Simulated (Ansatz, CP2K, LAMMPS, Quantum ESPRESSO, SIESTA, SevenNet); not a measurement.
# Structure and levels of amorphous 96SiO2-4B2O3 (mol %) (86 atoms) across programs

Aim: relax amorphous 96SiO2-4B2O3 (mol %) (86 atoms), then compare forces, pressure and levels from several programs at that geometry.

All numbers are calculated, not measured.

### Step 1. The cell

The cell holds 86 atoms (27 Si, 2 B and 57 O), with edges of 10.88, 10.88 and 10.88 Å. Recipe: 86 atoms (27 Si, 2 B, 57 O) placed at random at 2.18 g/cm³, melted at 4000 K for 10 ps at fixed volume with the Buckingham and Coulomb pair potential of Guillot and Sator (Geochim. Cosmochim. Acta 71, 1249 (2007)) with the boron terms of Wang et al. (J. Non-Cryst. Solids 498, 294 (2018)). Quenched from 4000 K to 300 K at 100 K/ps and fixed volume, held 5 ps, then minimised at fixed cell. Then the atoms were relaxed with SevenNet l3i5 in the fixed cell. Then the atoms were relaxed with CP2K double zeta, PBE.

### Step 2. The relaxation

CP2K double zeta (DZVP-MOLOPT-SR, GTH-PBE potentials, 480 Ry; k-points Γ) took 13 geometry steps and reached its thresholds. It started from the geometry that SevenNet l3i5 had relaxed.

It took 11 min on 4 MPI ranks of Intel Xeon Platinum 8259CL at 2.50GHz (Skylake/Cascade Lake), shared host; peak memory 2.3 GiB.

```tsv
	before	after
energy (meV/atom)	0	-2.2
Si-O bonds under 2.16 Å	108 at 1.643 Å	108 at 1.647 Å
B-O bonds under 1.83 Å	7 at 1.437 Å	7 at 1.441 Å
```

Atoms moved by 0.03 Å r.m.s. and 0.05 Å at most, with the common shift taken off.

### Step 3. Local order after relaxation

Density 2.18 g/cm³, 14.97 Å³ an atom.

g(r), total and by pair (bins of 0.2 Å):

```tsv
r (Å)	total	O-O	O-Si	O-B	Si-Si	Si-B	B-B
1.30	0.15	0.00	0.00	4.75	0.00	0.00	0.00
1.50	0.66	0.00	0.81	10.48	0.00	0.00	0.00
1.70	5.10	0.00	12.20	0.00	0.00	0.00	0.00
1.90	0.12	0.00	0.29	0.00	0.00	0.00	0.00
2.10	0.00	0.00	0.00	0.00	0.00	0.00	0.00
2.30	0.12	0.23	0.00	0.00	0.26	0.00	0.00
2.50	0.72	1.52	0.06	0.00	0.00	1.61	0.00
2.70	2.33	5.20	0.00	0.00	0.00	1.28	35.80
2.90	0.61	0.99	0.00	0.00	1.31	3.41	0.00
3.10	0.85	0.46	0.38	0.46	4.81	0.00	0.00
3.30	0.70	0.49	0.64	2.88	1.33	0.00	0.00
3.50	0.78	0.59	1.20	0.36	0.00	0.77	0.00
3.70	0.89	0.41	1.50	2.28	0.10	0.00	0.00
3.90	0.84	0.45	1.27	2.06	0.28	1.86	0.00
4.10	1.27	0.78	1.96	1.59	0.51	1.15	0.00
4.30	1.15	0.95	1.41	0.74	0.98	2.04	0.00
4.50	0.91	1.05	0.75	0.44	1.06	1.42	0.00
4.70	1.00	1.30	0.75	0.81	0.82	0.44	0.00
4.90	1.04	1.45	0.59	0.37	1.29	1.57	0.00
5.10	1.15	1.52	0.69	1.05	1.62	0.74	0.00
5.30	1.01	1.13	0.94	0.48	0.90	1.00	0.00
```

Bonds by pair of elements; cutoffs follow the first minimum of g(r), held within bounds set by covalent radii, and pairs that aren't listed don't count as bonded (cutoffs were set anew for this text, so counts can differ from the run's own analysis):

```tsv
pair A-B	cutoff (Å)	bonds	mean length (Å)	spread (Å)	shortest (Å)	B about A	A about B
O-Si	2.16	108	1.65	0.04	1.58	1.90	4
O-B	1.83	7	1.44	0.061	1.36	0.123	3.5
```

How many atoms have how many bonded neighbours:

```tsv
element	mean	2	3	4
B	3.5	0	1	1
O	2.02	56	1	0
Si	4	0	0	27
```

Bond angles (no mean is given where the spread exceeds 20°):

```tsv
angle	count	mean (°)	spread (°)
O-Si-O	162	109	6
Si-O-Si	53	141	17.8
O-B-O	9	113	6.4
B-O-Si	5	-	-
B-O-B	1	141	0
```

Oxygen atoms by the number of network formers (Si, P, Ge, B, Al, As, Ga) bound to them:

```tsv
network formers bound to O	O atoms	per cent
0	0	0
1	0	0
2	56	98.2
3	1	1.8
```

Network units: each former by its oxygen neighbours and how many of them bridge to another former:

```tsv
former	O neighbours	bridging O	atoms
Si	4	4	27
B	3	3	1
B	4	4	1
```

Bond length by coordination (bonds to H left out):

```tsv
element	coordination	atoms	mean bond length (Å)
B	3	1	1.38
B	4	1	1.49
O	2	56	1.63
O	3	1	1.84
```

Rings of the network by King's shortest-path rule, up to 12 atoms, one path for each pair of neighbours; H, halogens, alkali and alkaline-earth atoms are left out, and the last column divides by all other atoms, bonded or not:

```tsv
ring size (atoms)	rings	per network atom
4	1	0.012
8	9	0.105
10	10	0.116
12	12	0.14
```

For some of the pairs, g(r) has its first main peak near 2.7 Å (O-O), 1.6 Å (O-Si), 1.4 Å (O-B) and 3.1 Å (Si-Si). By these cutoffs 50 % of B atoms have 3 and as many 4, 98 % of O atoms have 2 and all Si atoms have 4 bonded neighbours. The O-Si-O angle averages 109° with a spread of 6°. 98 % of the oxygens bridge two formers (Si and B) and 0 % are non-bridging; 2 % join three. The commonest Si unit has 4 oxygens, 4 of them shared with other formers (27 of 27 atoms). Rings of 12 atoms are the most common (38 % of those counted); sizes run from 4 to 12, where the search stops.

### Step 4. The plane-wave reference

Quantum ESPRESSO 7.5: Kohn-Sham DFT, PBE, SSSP efficiency 1.3.0 pseudopotentials, plane waves. Its input for the relaxed cell:

```
&control
  calculation = 'scf'
  pseudo_dir = './pseudo'
  outdir = './tmp'
  disk_io = 'none'
  tprnfor = .true.
  tstress = .true.
/
&system
  ibrav = 0
  nat = 86
  ntyp = 3
  ecutwfc = 60
  ecutrho = 480
  nosym = .true.
  occupations = 'smearing'
  smearing = 'fd'
  degauss = 0.003675
/
&electrons
  conv_thr = 4.3e-07
  electron_maxstep = 100
  mixing_beta = 0.4
  mixing_mode = 'plain'
  diagonalization = 'david'
/
ATOMIC_SPECIES
Si 28.085 Si.upf
B 10.810 B.upf
O 15.999 O.upf
CELL_PARAMETERS angstrom
10.87930 0.00000 0.00000
0.00000 10.87930 0.00000
0.00000 0.00000 10.87930
ATOMIC_POSITIONS crystal
Si 0.08377 0.38702 0.19949
Si 0.55842 0.70508 0.17533
Si 0.62682 0.67509 0.44548
[... 81 atom lines left out ...]
O 0.52102 0.27731 0.84840
O 0.86061 0.53384 0.03422
K_POINTS gamma
```

Wall time 3.9 min (4 MPI ranks of Intel Xeon Platinum 8259CL at 2.50GHz (Skylake/Cascade Lake), shared host); peak memory 4.2 GiB; 15 min of CPU time.

### Step 5. Side by side

CPU times are from a shared host and are rough.

```
                level                    basis or training data  k-points  own r.m.s. force (meV/Å)  difference from the reference (meV/Å)  pressure (GPa)  Kohn-Sham gap (eV)  CPU time  memory (GiB)
              QE, PBE   plane waves, SSSP efficiency, 60/480 Ry         Γ                       103                                      -           -2.45                4.43    15 min           4.2
CP2K triple zeta, PBE     TZV2P-UZH, GTH-PBE potentials, 600 Ry         Γ                       146                                    104           -3.68                4.41    20 min           5.5
      SIESTA DZP, PBE  DZP orbitals, shift 0.01 Ry, mesh 400 Ry         Γ                       167                                    178           -0.05                4.72   8.3 min           2.2
        SevenNet l3i5        trained on PBE(+U) plane-wave data         -                       116                                     35           -2.58                   -      18 s           1.4
```

The gap is the spacing of the highest filled and lowest empty Kohn-Sham level on the mesh; a dash marks partly filled levels, a spacing under 0.15 eV or a method without such levels.

### Step 6. Outcome

Relaxation in the fixed cell lowers the energy by 2 meV/atom at its own level and moves atoms by up to 0.05 Å. The reference finds an r.m.s. force of 103 meV/Å there and a pressure of -2.45 GPa, at a geometry that CP2K double zeta made. Forces differ from the reference's by 35 meV/Å (SevenNet l3i5), 104 meV/Å (CP2K triple zeta, PBE) and 178 meV/Å (SIESTA DZP, PBE).

CP2K double zeta is at its own minimum here, so the reference's force is itself a measure of how the two differ. Pressures lie -0.1 GPa (SevenNet l3i5), -1.2 GPa (CP2K triple zeta, PBE) and +2.4 GPa (SIESTA DZP, PBE) from the reference's. The highest filled and lowest empty levels lie 4.43 eV apart in the reference, against 4.41 eV in CP2K triple zeta, PBE and 4.72 eV in SIESTA DZP, PBE. By these cutoffs 50 % of B atoms have 3 and as many 4, 98 % of O atoms have 2 and all Si atoms have 4 bonded neighbours. 98 % of the oxygens bridge two formers (Si and B) and 0 % are non-bridging; 2 % join three.

Caveats: The density was set by the recipe and held. One sample of a disordered cell; defect or tail levels can set the gap. Gaps are read on the mesh, which holds the band edges only if they fold onto it, and semilocal functionals tend to put them under measured ones. The quench rate of 100 K/ps is many orders above laboratory rates, so the cell is likely richer in defects and strain than a real sample. The reference samples only Γ, in a cell whose shortest periodic width is 11 Å. The plane-wave runs aren't exact: their cutoffs and mesh weren't converged further here. SIESTA's automatically made basis is far from complete, and its potentials were converted by us (checked for H, C, O, Si, Ge and Ca alone). Where levels are smeared, the DFT runs use Fermi–Dirac occupations at 580 K (0.05 eV), and energies are free energies.

[Logs are printed without paths, hosts, clocks, repeated set-up lines and the standing remarks that a program may print on its own settings, such as how far it seeks lower states.]

[Hosts, paths, dates, database ids (printed as entryN), source tags and the programs' standing remarks are cut or masked in the printed files.]
